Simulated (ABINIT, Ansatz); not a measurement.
# Tl (Thallium): from the cell to the phonon bands, part 4 of 4

How does Tl (Thallium) vibrate, and is this structure a minimum?

ABINIT 10.8.3; DFT PBEsol, scalar-relativistic, plane waves, PseudoDojo norm-conserving pseudopotentials.

So far, highest frequency (cm⁻¹): step 7 (dispersion) 87.4.

### Step 9. A second program

The same cell goes through another code at the same cutoff. The files are of one family, but Ansatz's library holds files of its own making for some heavy elements, so those for Tl may differ.

This step: DFT PBEsol, scalar-relativistic, plane waves, norm-conserving pseudopotentials of its library (PseudoDojo's, some remade) (Ansatz 0.2.0).

input.yaml reads:

```yaml
crystal:
  lattice:
    - [3.4604755304, 0.0, 0.0]
    - [-1.7302377652, 2.9968597185, 0.0]
    - [0.0, 0.0, 5.5147311947]
  atoms:
    - { symbol: Tl, position: [0.3333333333, 0.6666666667, 0.25] }
    - { symbol: Tl, position: [0.6666666667, 0.3333333333, 0.75] }
kpoints:
  mp_grid: { grid: [9, 9, 6] }
hamiltonian:
  xc: pbesol
  pseudopotentials: { kind: nc, accuracy: standard }
scf:
  occupations: { method: gaussian, width: 0.27211 }
output:
  eigenvalues: true
basis:
  ecutwfc: 734.707
phonons:
  method: dfpt
  qmesh: [3, 3, 2]
  temperatures: { t_max: 1000, t_step: 50 }
  qpath:
    path:
      - [[0.0, 0.0, 0.0], [0.5, 0.0, 0.0], [0.33333333, 0.33333333, 0.0], [0.0, 0.0, 0.0], [0.0, 0.0, 0.5], [0.5, 0.0, 0.5], [0.33333333, 0.33333333, 0.5], [0.0, 0.0, 0.5]]
      - [[0.5, 0.0, 0.5], [0.5, 0.0, 0.0]]
      - [[0.33333333, 0.33333333, 0.5], [0.33333333, 0.33333333, 0.0]]
    npoints: 10
  electrical_resistivity: { temperatures: [77, 300], mesh: [18, 18, 12] }
```

Launch:

```bash
$ ansatz run input.yaml --threads 16 --pin off --max-ram 32768MiB --backend cpu --events-out ev --progress --plain --runs-dir out
```

Numbers of over 12 decimals in the logs are rounded to 6 here.

What it wrote:

```text
Warning: basis.ecutwfc = 734.707 eV is below the records' recommended 843.552974 eV, and the density's cutoff is lower with it unless basis.ecutrho_ratio is high enough to keep the records' density cutoff: compare with a run at a higher cutoff
Engine: ansatz 0.2.0, aarch64-unknown-linux-gnu
Pseudopotentials: kind: nc
Pseudopotential: Tl, nc, valence charge 13, recommended cutoff 843.552974 eV (normal), Tl.nc.azcp (PseudoDojo's, or run here from an input of PseudoDojo's; its table is named by hamiltonian.pseudopotentials.accuracy)
Functional definition: PBEsol
  exchange = pbesol_x
  correlation = pbesol_c
Crystal: 2 atoms, lattice volume = 57.191 Å³
Basis set: ecut = 734.707 eV, 2611 PW (Γ), exchange–correlation on 64×64×100 points (8 copies of the dense FFT grid, shifted against one another)
Bands: 17, of which v1, the nominal top of the filled ones, is band 13 counted from 1 (12 counted from 0)
Symmetry: 24 space group operations
k-points: 48 of 486
Non-local potential: Tl, projectors of the file, l = 0: 2, l = 1: 2, l = 2: 2
Initial density: superposition of atomic densities (chi_scale 0.1, normalization cell)
Initial wavefunctions: pseudopotential atomic-orbital guess
Functional: x = pbesol(κ = 0.804, μ = 0.123457), c = pbesol(β = 0.046)
SCF iter   1: F=—  HF=-3303.008627 eV  |F-HF|=—  |Δ(HF+E_count)|=         —  Δρ=1.47e-2  dr2=1.79e-1  ethr=3.10e-3  ⟨swp⟩=5.5  Hψ=3741  notcnv=0
preconditioner: auto → Kerker (q_TF=auto, 2.392 Å⁻¹)  [metal: Δε(μ)=0.143 eV  Ē_g=13.430 eV  σ=0.272 eV  W_gap=0.28  n_scr=22 (ndim 8)  ℏωp=25.0 eV  f_vac=0.000  D(μ)=0.66/eV (n_scr^D=2)]
SCF iter   2: F=—  HF=-3302.957913 eV  |F-HF|=—  |Δ(HF+E_count)|=   5.07e-2  Δρ=7.79e-3  dr2=5.44e-2  ethr=6.88e-4  ⟨swp⟩=1.2  Hψ=1287  notcnv=0
SCF iter   3: F=—  HF=-3302.940897 eV  |F-HF|=—  |Δ(HF+E_count)|=   1.70e-2  Δρ=2.38e-3  dr2=1.75e-3  ethr=2.09e-4  ⟨swp⟩=2.3  Hψ=1321  notcnv=0
SCF iter   4: F=—  HF=-3302.940890 eV  |F-HF|=—  |Δ(HF+E_count)|=   6.64e-6  Δρ=8.68e-4  dr2=2.71e-4  ethr=6.72e-6  ⟨swp⟩=2.3  Hψ=1539  notcnv=0
SCF iter   5: F=—  HF=-3302.940785 eV  |F-HF|=—  |Δ(HF+E_count)|=   1.05e-4  Δρ=8.08e-5  dr2=3.19e-6  ethr=1.04e-6  ⟨swp⟩=2.1  Hψ=1346  notcnv=0
SCF iter   6: F=—  HF=-3302.940785 eV  |F-HF|=—  |Δ(HF+E_count)|=   8.78e-8  Δρ=1.41e-5  dr2=1.27e-7  ethr=1.23e-8  ⟨swp⟩=2.1  Hψ=1020  notcnv=0
SCF iter   7: F=—  HF=-3302.940785 eV  |F-HF|=—  |Δ(HF+E_count)|=   3.68e-8  Δρ=3.13e-6  dr2=6.70e-9  ethr=4.88e-10  ⟨swp⟩=2.9  Hψ=1415  notcnv=0
SCF iter   8: F=—  HF=-3302.940785 eV  |F-HF|=—  |Δ(HF+E_count)|=  5.26e-10  Δρ=1.03e-6  dr2=3.98e-10  ethr=2.58e-11  ⟨swp⟩=2.1  Hψ=1430  notcnv=0
SCF iter   9: F=-3302.940785 eV  HF=-3302.940785 eV  |F-HF|=1.82e-12  |Δ(HF+E_count)|=  4.87e-11  Δρ=1.23e-7  dr2=8.92e-12  ethr=1.00e-12  ⟨swp⟩=6.3  Hψ=5159  notcnv=0
SCF 1 converged in 9 iterations: F = -3302.940785 eV  dr2 = 8.92e-12
NSCF: frozen V_eff on 48 k-points
NSCF: frozen V_eff on 100 k-points
DFPT response loops at q = (0, 0, 0) (fractional): preconditioner auto → Kerker (q_TF=auto, 2.392 Å⁻¹) (partly filled bands, converged f_vac=0.000); β = 1.00, the filter's whole step (`scf.mixing.beta` (0.50) is not read by the response loops under this deck's `scf.mixing.preconditioner`; to damp them name `kerker` or `kerker_dos`, under which they read `scf.mixing.beta`, and type it under 1.00, their step now; both keys bind the ground state too); Broyden in place of MSR1
NSCF: frozen V_eff on 200 k-points
DFPT response loops at q = (0, 0, -0.5) (fractional): mixed as the last ones told, above
NSCF: frozen V_eff on 360 k-points
DFPT response loops at q = (0, 0.333333, 0) (fractional): mixed as the last ones told, above
NSCF: frozen V_eff on 360 k-points
DFPT response loops at q = (0, 0.333333, -0.5) (fractional): mixed as the last ones told, above
NSCF: frozen V_eff on 360 k-points
DFPT response loops at q = (0.333333, 0.333333, 0) (fractional): mixed as the last ones told, above
NSCF: frozen V_eff on 360 k-points
DFPT response loops at q = (0.333333, 0.333333, -0.5) (fractional): mixed as the last ones told, above
SCF iter   1: F=—  HF=-3303.008627 eV  |F-HF|=—  |Δ(HF+E_count)|=         —  Δρ=1.47e-2  dr2=1.79e-1  ethr=3.10e-3  ⟨swp⟩=5.5  Hψ=3741  notcnv=0
SCF iter   2: F=—  HF=-3302.957913 eV  |F-HF|=—  |Δ(HF+E_count)|=   5.07e-2  Δρ=7.79e-3  dr2=5.44e-2  ethr=6.88e-4  ⟨swp⟩=1.2  Hψ=1287  notcnv=0
SCF iter   3: F=—  HF=-3302.940897 eV  |F-HF|=—  |Δ(HF+E_count)|=   1.70e-2  Δρ=2.38e-3  dr2=1.75e-3  ethr=2.09e-4  ⟨swp⟩=2.3  Hψ=1321  notcnv=0
SCF iter   4: F=—  HF=-3302.940890 eV  |F-HF|=—  |Δ(HF+E_count)|=   6.64e-6  Δρ=8.68e-4  dr2=2.71e-4  ethr=6.72e-6  ⟨swp⟩=2.3  Hψ=1539  notcnv=0
SCF iter   5: F=—  HF=-3302.940785 eV  |F-HF|=—  |Δ(HF+E_count)|=   1.05e-4  Δρ=8.08e-5  dr2=3.19e-6  ethr=1.04e-6  ⟨swp⟩=2.1  Hψ=1346  notcnv=0
SCF iter   6: F=—  HF=-3302.940785 eV  |F-HF|=—  |Δ(HF+E_count)|=   8.78e-8  Δρ=1.41e-5  dr2=1.27e-7  ethr=1.23e-8  ⟨swp⟩=2.1  Hψ=1020  notcnv=0
SCF iter   7: F=—  HF=-3302.940785 eV  |F-HF|=—  |Δ(HF+E_count)|=   3.68e-8  Δρ=3.13e-6  dr2=6.70e-9  ethr=4.88e-10  ⟨swp⟩=2.9  Hψ=1415  notcnv=0
SCF iter   8: F=—  HF=-3302.940785 eV  |F-HF|=—  |Δ(HF+E_count)|=  5.26e-10  Δρ=1.03e-6  dr2=3.98e-10  ethr=2.58e-11  ⟨swp⟩=2.1  Hψ=1430  notcnv=0
SCF iter   9: F=-3302.940785 eV  HF=-3302.940785 eV  |F-HF|=2.27e-12  |Δ(HF+E_count)|=  4.87e-11  Δρ=1.24e-7  dr2=8.95e-12  ethr=1.00e-12  ⟨swp⟩=2.3  Hψ=2926  notcnv=0
SCF 2 converged in 9 iterations: F = -3302.940785 eV  dr2 = 8.95e-12
NSCF: frozen V_eff on 48 k-points
NSCF: frozen V_eff on 95 k-points
[...]
SCF converged after 9 iterations
Free energy (F): -3302.940785 eV
Harris-Foulkes:  -3302.940785 eV  (|F-HF|=1.82e-12)
Internal energy: -3302.916229 eV  (E = F + TS)
E sigma→0 (E₀):  -3302.928507 eV
Entropy (-TS):   -0.024556 eV (-12.278 meV/atom)
Fermi energy:    10.639972 eV
--- Per-component energies (eV) ---
  E_band       = 22.340692
  E_kinetic    = 1705.041946
  E_local      = -1659.253755  (includes V_loc(G=0)·N_el)
  E_nonlocal   = -571.140794
  E_hartree    = 555.684003
  E_xc         = -1035.043078
  E_vxc        = -563.674729  (∫ρ·V_xc dr)
  E_ewald      = -2298.204551
  E_smearing   = -0.024556  (= −TS)
  E_closure    = -0.000000  (closes the sum)
  Σ components = -3302.940785   (vs F -3302.940785, Δ=0.00e0)
--- Band table (eV; the first three rows and the last of 48) ---
  k-point 0: bands = [... 9 lower, -0.4373, 0.5514, 5.5291, 7.7616, 18.5596, 18.5596, 20.6208, 20.6208]
  k-point 1: bands = [... 9 lower, -0.4475, 0.7048, 4.5140, 9.0800, 18.6833, 18.6833, 19.7832, 20.4843]
  k-point 2: bands = [... 9 lower, -0.4826, 1.1811, 3.1313, 11.3692, 16.8650, 19.0353, 19.0353, 20.0911]
  k-point 47: bands = [... 9 lower, -0.4266, 6.5212, 6.5212, 9.6776, 9.6776, 10.8017, 10.8017, 18.3124]
--- Phonons (Γ-DFPT): 2 representative perturbations + reference (Σ response iterations 8) ---
  ASR residual: 4.124e-5 → 0.000e0 eV/Å²; symmetrization residual: 2.821e-13 eV/Å²
  ASR residual per site (eV/Å²): 4.12e-5 4.12e-5
  Γ frequencies (cm⁻¹): 0.00 0.00 0.00 32.86 32.86 87.41
--- Phonons (arbitrary-q DFPT): 6 irreducible q on the 3×3×2 mesh ---
  q = [0.0000, 0.0000, 0.0000] (star 1, of the zone-centre solve; hermiticity 1.12e-13, symmetrization 4.23e-14): -0.00 0.00 0.00 32.86 32.86 87.41
  q = [0.0000, 0.0000, -0.5000] (star 1, 2 solved perturbations in 148 linear systems a pass and spin channel, the states on 100 of 486 k-point pairs; hermiticity 4.98e-12, symmetrization 2.43e-12): 20.85 20.85 20.85 20.85 54.97 54.97
  q = [0.0000, 0.3333, 0.0000] (star 6, 3 solved perturbations on 180 of 486 k-point pairs; hermiticity 8.51e-8, symmetrization 4.50e-13): 19.11 29.95 43.36 58.22 66.04 71.55
  q = [0.0000, 0.3333, -0.5000] (star 6, 3 solved perturbations on 180 of 486 k-point pairs; hermiticity 8.12e-10, symmetrization 9.45e-13, the responses' own estimated error 2.8e-7 eV/Å²): 31.65 31.65 39.08 39.08 72.02 72.02
  q = [0.3333, 0.3333, 0.0000] (star 2, 2 solved perturbations in 256 linear systems a pass and spin channel, the states on 180 of 486 k-point pairs; hermiticity 5.35e-11, symmetrization 5.34e-11, the responses' own estimated error 2.8e-7 eV/Å²): 46.83 49.03 49.03 63.27 64.52 64.52
  q = [0.3333, 0.3333, -0.5000] (star 2, 2 solved perturbations in 256 linear systems a pass and spin channel, the states on 180 of 486 k-point pairs; hermiticity 6.05e-10, symmetrization 4.60e-12, the responses' own estimated error 2.9e-7 eV/Å²): 28.66 28.66 57.89 57.89 74.35 74.35
  sum rule: each row above includes the acoustic sum rule's correction from the zone centre's row sums; it moved no ω² by more than (0.23 cm⁻¹)²
  mesh force constants: q→R imaginary residual 0.00e0; ASR residual 4.124e-5 → 0.000e0 eV/Å²; symmetrization residual 2.220e-15 eV/Å²
  interpolated dispersion: 93 rows × 6 modes
  density of states and harmonic sums: on the 21×21×12 q-mesh, interpolated from the force constants of a 3×3×2 supercell (no non-analytic term)
  largest difference from the sums on the solved wave vectors: F 5.29e-2 eV, S 6.72e-5 and C_V 1.43e-5 eV/K
  zero-point energy: 0.017761 eV/cell   skipped modes (ω ≤ 0): 3   left out of the sums: 9.45e-5 of the cell's modes: C_V's classical limit lies that fraction below 3 k_B per atom; for a crystal, a wire or a layer, F and S can be off by more, and a phonons.interpolated_qmesh denser along its periods is the remedy for the sampling
--- Electrical resistivity: potentials and phonons of a 3×3×2 supercell ---
  scattering by harmonic phonons alone, with no dipole-dipole term; scattering by other electrons, impurities, surfaces and spin disorder is left out, and so is spin–orbit coupling
  the resistivity is that of a variational response, whose dependence on the energy is improved iteratively
  at the Fermi level of each mesh (of a tensor a third of its trace):
           mesh   spin    states/(eV spin)  plasma energy (eV)         λ      λ_tr    ħω_log (meV)
       18×18×12                     0.4065              7.8944    0.9260    0.7794           4.247
          9×9×6                     0.4249              7.8061    0.9757    0.8325           4.279
  resistivity on the deck's mesh, µΩ·cm:
     T (K)       trace/3  mesh converged            xx            yy            zz    lowest order   relaxation time
     77.00      3.7176e0              no      4.0638e0      4.0638e0      3.0251e0        3.7603e0          4.2468e0
    300.00      1.5162e1              no      1.6535e1      1.6535e1      1.2416e1        1.5310e1          1.7344e1
  mean free path at 77 K (of a tensor a third of its trace): 31.5 nm by what each carries, 28.9 by the Fermi surface alone
  Hall coefficient in a weak field at 77 K (a third of the trace): -1.052e-10 m³/C (as a tensor it moves by 22.1 % between the two finest meshes); by each state's relaxation time: -9.388e-11 m³/C; by a constant relaxation time: -1.276e-10 m³/C
  mean free path at 300 K (of a tensor a third of its trace): 7.71 nm by what each carries, 7.07 by the Fermi surface alone
  Hall coefficient in a weak field at 300 K (a third of the trace): -1.079e-10 m³/C (as a tensor it moves by 16.4 % between the two finest meshes); by each state's relaxation time: -9.557e-11 m³/C; by a constant relaxation time: -1.287e-10 m³/C
  the resistivity times a path that all electrons share, by the Fermi surface of the deck's mesh alone (a third of the trace): 1.072e-15 Ω·m²
  not converged in the mesh (λ; λ_tr; the resistivity at 77 K by 15.57 %; the resistivity at 300 K by 16.07 %): between neighbouring meshes, the two finest first, λ moves by 5.37 %, λ_tr by 6.83 % and the resistivity by up to 16.07 %; an estimate, no bound, puts it up to 8.6e-9 % above the Boltzmann equation's exact value after up to 3 iterations (at most 30 are made, fewer where the estimate is under 1.0e-6 % of each spin channel's own resistivity)
  vibrations of 18 cells: unjudged by the run; compare a larger repeat
  the changes of the potential over all sites missed a rigid shift's by 0.00 % (the site terms' by 0.00 %)
  at the force constants' own smearing the fine mesh and the k-points of their solves give squared frequencies that differ by 20.9 % of the larger at the most, at (0, 0, -0.5)
```

Elapsed: 92 s, on 16 threads of Arm Neoverse V2, shared host; peak memory 3.3 GiB; 22 min of CPU time.

Read from the output:

* sum-rule residual before enforcement: 4.12e-5 eV/Å²
* mean frequency: 47.8 cm⁻¹
* Debye temperature (second moment): 95 K
* logarithmic mean frequency: 43.7 cm⁻¹
* lowest mode on the q mesh (acoustic ones at the zone centre apart): 19.11 cm⁻¹
* zero-point energy per atom: 8.88 meV

### Step 10. Side by side: ABINIT PseudoDojo and Ansatz, library NC

Worked out from the results:

```
root-mean-square difference             : 0.02 cm⁻¹
largest difference                      : 0.03 cm⁻¹
root-mean-square difference on the path : 0 cm⁻¹
largest difference on the path          : 0.1 cm⁻¹
```

The interpolated bands of the two lie on top of each other.

At the solved wavevectors the largest difference (acoustic modes at Γ apart) is 0.03 % of the highest mode.

### Step 11. Outcome

| Quantity | Value |
| --- | --- |
| space group after relaxation | P6_3/mmc |
| volume per atom | 28.6 Å³ |
| highest optical zone-centre mode (no LO-TO term) | 87.4 cm⁻¹ |
| lowest optical zone-centre mode | 32.9 cm⁻¹ |
| q mesh | 3×3×2 |
| lowest mode on the q mesh (acoustic ones at the zone centre apart) | 19.1 cm⁻¹ |
| zero-point energy per atom | 8.87 meV |
| heat capacity at 300 K | 24.8 J/(mol atoms K) |
| vibrational entropy at 300 K | 64.0 J/(mol atoms K) |
| imaginary modes on the q mesh | none |
| largest difference from Ansatz, library NC | 0.03 cm⁻¹ |

What this shows: Tl (Thallium) is dynamically stable on the 3×3×2 mesh; its spectrum reaches 87 cm⁻¹. At the PBEsol level the optical modes of Tl (Thallium) at the zone centre run from 33 to 87 cm⁻¹. Along axes with an odd number of divisions the mesh misses the zone-boundary points at one half, where instabilities often lie; those are only interpolated. ABINIT PseudoDojo and Ansatz, library NC agree to 0.03 cm⁻¹ (0.03 % of the highest mode compared) on all solved modes but the acoustic ones at Γ. These are harmonic frequencies at zero temperature: anharmonic shifts and linewidths and thermal expansion are left out. Spin-orbit coupling is left out, which can matter for the heavy elements here. In a metal the frequencies hang on the k mesh and the smearing, most of all near Kohn anomalies. Ansatz warns that the cutoff lies 13 % under the one recommended for these files; agreement at one cutoff is not convergence. Electron-phonon sums were run after this but are left out, since no second program bore their λ out within 30 %; a λ that a log prints is not taken as a result.

[Host names and launcher messages were left out of these logs when they were recorded.]

[Logs are printed without paths, hosts, clocks, repeated set-up lines and the standing remarks that a program may print on its own settings, such as how far it seeks lower states.]

[Hosts, paths, dates, database ids (printed as entryN), source tags and the programs' standing remarks are cut or masked in the printed files.]
